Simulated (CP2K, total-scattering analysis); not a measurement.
**From input file to S(Q): methanol**

Aim: the structure of methanol at 300 K, and the X-ray and neutron patterns it would give.

Method: ab initio molecular dynamics with CP2K (revPBE-D3(BJ), Gaussian and plane waves, DZVP-MOLOPT-SR basis, GTH potentials, 400 Ry, CSVR thermostat, no spin, fixed volume, H with the mass of D). Composition: 16 methanol; C 16.7, O 16.7, H 66.7 atom %; 96 atoms. The average runs over 0.60 ps of 96 atoms, so shells between rare elements are rough. Mean temperature 301 K, largest m.s.d. 2.89 Å², energy drift -3 meV an atom (last third less first, no steady trend); the first quarter of the run is discarded. Start: last frame of a classical run of this cell at the same density and temperature. So short a stretch relaxes bonds and nearest shells but still remembers its start.

## The run

The step of 1 fs has to resolve the fastest vibration, that of H (given the mass of D, which leaves classical structure unchanged and allows a longer step). The volume is fixed, since the run is too short for a cell to find its own. One k-point, Γ, is the usual economy for a cell of this size. Orbital transformation skips diagonalisation and needs a gap, which this system has. A dispersion term is added because semilocal functionals bind large anions and molecules too weakly, which shows as excess pressure at a given density.

Contents of md.inp:

```
&GLOBAL
  PROJECT md
  RUN_TYPE MD
  PRINT_LEVEL LOW
  WALLTIME 3249
&END GLOBAL
&FORCE_EVAL
  METHOD QUICKSTEP
  &DFT
    BASIS_SET_FILE_NAME BASIS_MOLOPT
    POTENTIAL_FILE_NAME GTH_POTENTIALS
    &MGRID
      CUTOFF 400
      REL_CUTOFF 40
    &END MGRID
    &QS
      EPS_DEFAULT 1.0E-10
      EXTRAPOLATION ASPC
      EXTRAPOLATION_ORDER 3
    &END QS
    &SCF
      SCF_GUESS ATOMIC
      EPS_SCF 5.0E-6
      IGNORE_CONVERGENCE_FAILURE
      MAX_SCF 30
      &OT
        MINIMIZER DIIS
        PRECONDITIONER FULL_SINGLE_INVERSE
      &END OT
      &OUTER_SCF
        MAX_SCF 6
        EPS_SCF 5.0E-6
      &END OUTER_SCF
      &PRINT
        &RESTART OFF
        &END RESTART
      &END PRINT
    &END SCF
    &XC
      &XC_FUNCTIONAL
        &PBE
          PARAMETRIZATION REVPBE
        &END PBE
      &END XC_FUNCTIONAL
      &VDW_POTENTIAL
        POTENTIAL_TYPE PAIR_POTENTIAL
        &PAIR_POTENTIAL
          TYPE DFTD3(BJ)
          PARAMETER_FILE_NAME dftd3.dat
          REFERENCE_FUNCTIONAL revPBE
        &END PAIR_POTENTIAL
      &END VDW_POTENTIAL
    &END XC
  &END DFT
  &SUBSYS
    &CELL
      ABC 10.2523 10.2523 10.2523
    &END CELL
    &COORD
      C 2.6851 3.5237 2.7097
      O 2.4872 2.6471 3.8128
      H 2.3652 2.8860 1.8782
      H 2.2268 4.4987 2.8983
[... 90 atom lines left out ...]
      H 6.7030 9.0835 2.6307
      H 8.7647 9.5797 2.2996
    &END COORD
    &KIND C
      BASIS_SET DZVP-MOLOPT-SR-GTH
      POTENTIAL GTH-PBE-q4
    &END KIND
    &KIND O
      BASIS_SET DZVP-MOLOPT-SR-GTH
      POTENTIAL GTH-PBE-q6
    &END KIND
    &KIND H
      BASIS_SET DZVP-MOLOPT-SR-GTH
      POTENTIAL GTH-PBE-q1
      MASS 2.014
    &END KIND
  &END SUBSYS
  STRESS_TENSOR NONE
&END FORCE_EVAL
&MOTION
  &MD
    ENSEMBLE NVT
    STEPS 6000
    TIMESTEP 1
    TEMPERATURE 300
    &THERMOSTAT
      TYPE CSVR
      &CSVR
        TIMECON 30
      &END CSVR
    &END THERMOSTAT
  &END MD
  &PRINT
    &RESTART OFF
    &END RESTART
    &RESTART_HISTORY OFF
    &END RESTART_HISTORY
  &END PRINT
&END MOTION
```

```console
$ OMP_NUM_THREADS=1 mpirun -n 8 cp2k.psmp -i md.inp
```

```text
[a thinned log: between the lines shown up to 5 are left out unmarked, longer gaps are marked]
DBCSR| CPU Multiplication driver                                           BLAS (U)
 DBCSR| Multrec recursion limit                                              512 (U)
 DBCSR| Multiplication stack size                                           1000 (D)
 DBCSR| Maximum elements for images                                    UNLIMITED (U)
 DBCSR| Multiplicative factor virtual images                                   1 (U)
 DBCSR| Use multiplication densification                                       T (D)
 DBCSR| Multiplication size stacks                                             3 (U)
 DBCSR| Use memory pool for CPU allocation                                     F (U)
 DBCSR| Number of 3D layers                                               SINGLE (U)
 DBCSR| Use MPI memory allocation                                              F (U)
 DBCSR| Use RMA algorithm                                                      F (U)
 DBCSR| Use Communication thread                                               T (U)
 DBCSR| Communication thread load                                             87 (D)
 DBCSR| MPI: My process id                                                     0
[... 15 lines left out ...]
 GLOBAL| Diagonalization library                                       ScaLAPACK
[... 28 lines left out ...]
 **   ##  ## ##  ##   ##  ##  ##      ####     ###    ##   ######   ######    **
[... 28 lines left out ...]
                        max_scf_history:                                       0
[... 28 lines left out ...]

[... 28 lines left out ...]
 MD_VEL| COM velocity            -0.0000000000     0.0000000000     0.0000000000
[... 28 lines left out ...]
     3 OT DIIS     0.80E-01    0.6     0.02483722      -379.5993729877 -4.93E+00
[... 28 lines left out ...]
  Leaving inner SCF loop after reaching    30 steps.
[... 28 lines left out ...]

[... 28 lines left out ...]
 MD_INI| MD initialization
[... 28 lines left out ...]
                                         safer DIIS on
[... 28 lines left out ...]
  Exchange-correlation energy:                               -108.28414271107256
[... 28 lines left out ...]

[... 28 lines left out ...]
     6 OT DIIS     0.80E-01    0.6     0.00000248      -386.0667868813 -3.92E-07
[... 28 lines left out ...]
 MD| CPU time per MD step [s]                      4.663188            15.847049
[... 14 lines left out ...]
 MD| ---------------------------------------------------------------------------
 MD|                                          Instantaneous             Averages
 MD| CPU time per MD step [s]                      4.057567             4.115175
 MD| Energy drift per atom [K]          -0.276020502478E+01  -0.204865904730E+01
 MD| Potential energy [hartree]         -0.386116972495E+03  -0.386102715908E+03
 MD| Kinetic energy [hartree]            0.141771509584E+00   0.138192286910E+00
 MD| Temperature [K]                             314.160341           306.228917
 MD| ***************************************************************************
 MD| Estimated peak process memory after this step [MiB]                     321

 ----------------------------
```

Run time: 54 min on 8 threads of Arm Neoverse V2, with other jobs on the host, peak memory 2.5 GiB.

## Analysis

S(Q) is the Faber–Ziman total, Σ ci cj fi fj (Sij − 1)/⟨f⟩² + 1. Below 4 Å⁻¹ the partials are summed on the cell's own reciprocal vectors (from 0.61 Å⁻¹) and folded with a Gaussian of σ = 0.14 Å⁻¹; above it they are transforms of g(r) out to 7.0 Å, tapered over the last 40 %. The fold lowers sharp peaks, and with so few vectors their positions are good to about 0.1 Å⁻¹. X-rays take neutral-atom form factors, neutrons coherent lengths (C 6.6472, O 5.8037, H 6.6681 fm). Hydrogen is taken as deuterium. G(r) = 4πrρ₀[g(r) − 1] carries the resolution of a Lorch-windowed transform up to 20 Å⁻¹. The patterns are simulated, not measured. The cell is small: beyond half the box only the part of each shell inside it is counted, and low-Q values rest on few vectors. It is averaged over 149 frames.

```csv
T (K),state,density (g/cm³),first clear X-ray maximum (Å⁻¹),its height (X-ray),first clear neutron maximum (Å⁻¹),its height (neutron),O–O (Å),O around O,C–C (Å),held,"D over the elements, rough (10⁻⁹ m²/s)"
300,liquid,0.790,1.72,2.37,1.68,1.98,2.79,2.00,4.07,volume,-
```

X-ray S(Q):

```
Q (Å⁻¹)  300 K
    0.8   0.06
    1.1   0.43
    1.4   1.34
    1.7   2.36
    2.0   1.87
    2.3   1.29
    2.6   0.58
    2.9   0.57
    3.2   0.50
    3.5   0.48
    3.8   0.73
    4.1   0.86
    4.4   0.91
    4.7   0.98
    5.0   1.22
    5.3   1.40
    5.6   1.30
    5.9   1.08
    6.2   0.99
    6.5   1.02
    6.8   0.99
    7.1   0.89
    7.4   0.83
    7.7   0.83
    8.0   0.86
    8.3   0.86
    8.6   0.90
    8.9   1.01
```

At 300 K the maxima of S(Q), Q in Å⁻¹ (height), are X-ray: 1.72 (2.37), 5.34 (1.40), 9.68 (1.25), 14.02 (1.14); neutron: 1.68 (1.98), 4.12 (0.93), 7.17 (1.21), 13.07 (1.06). Its shells:

| pair | first peak (Å) | g there | first minimum (Å) | g there | neighbours | kind | X-ray weight (f = Z) | neutron weight |
| --- | --- | --- | --- | --- | --- | --- | --- | --- |
| O–H | 0.98 | 15.4 | 1.26 | 0.00 | 1.0 H per O, 0.2 O per H | within molecules | 0.20 | 0.20 |
| C–H | 1.10 | 36.9 | 1.40 | 0.00 | 3.0 H per C, 0.8 C per H | within molecules | 0.15 | 0.23 |
| C–O | 1.45 | 23.1 | 1.86 | 0.00 | 1.0 O per C, 1.0 C per O | within molecules | 0.30 | 0.05 |
| H–H | 1.78 | 4.0 | 2.02 | 0.34 | 1.6 | within molecules | 0.05 | 0.46 |
| O–O | 2.79 | 3.5 | 3.40 | 0.44 | 2.0 | between molecules | 0.20 | 0.02 |
| C–C | 4.07 | 2.2 | 5.56 | 0.70 | 10.4 | between molecules | 0.11 | 0.03 |

The tapered transform alone would put 2.24 at the X-ray maximum of 1.72 Å⁻¹, where the reciprocal vectors give 2.37: a cut in r lowers sharp peaks, which is why the direct sum is used there.

**Reading.** Distances within molecules give the sharpest pair functions, and with hydrogen they rule the neutron S(Q) at high Q: O–H 0.98 Å, C–H 1.10 Å, C–O 1.45 Å and H–H 1.78 Å (first peaks only). On the last frame 88 % of the H on O, N or F point at an acceptor of another molecule or at an anion within hydrogen-bond range (2.35 Å to O, N, F; 2.85 Å to Cl, Br, I).

[Logs are printed without paths, hosts, clocks, repeated set-up lines and the standing remarks that a program may print on its own settings, such as how far it seeks lower states.]
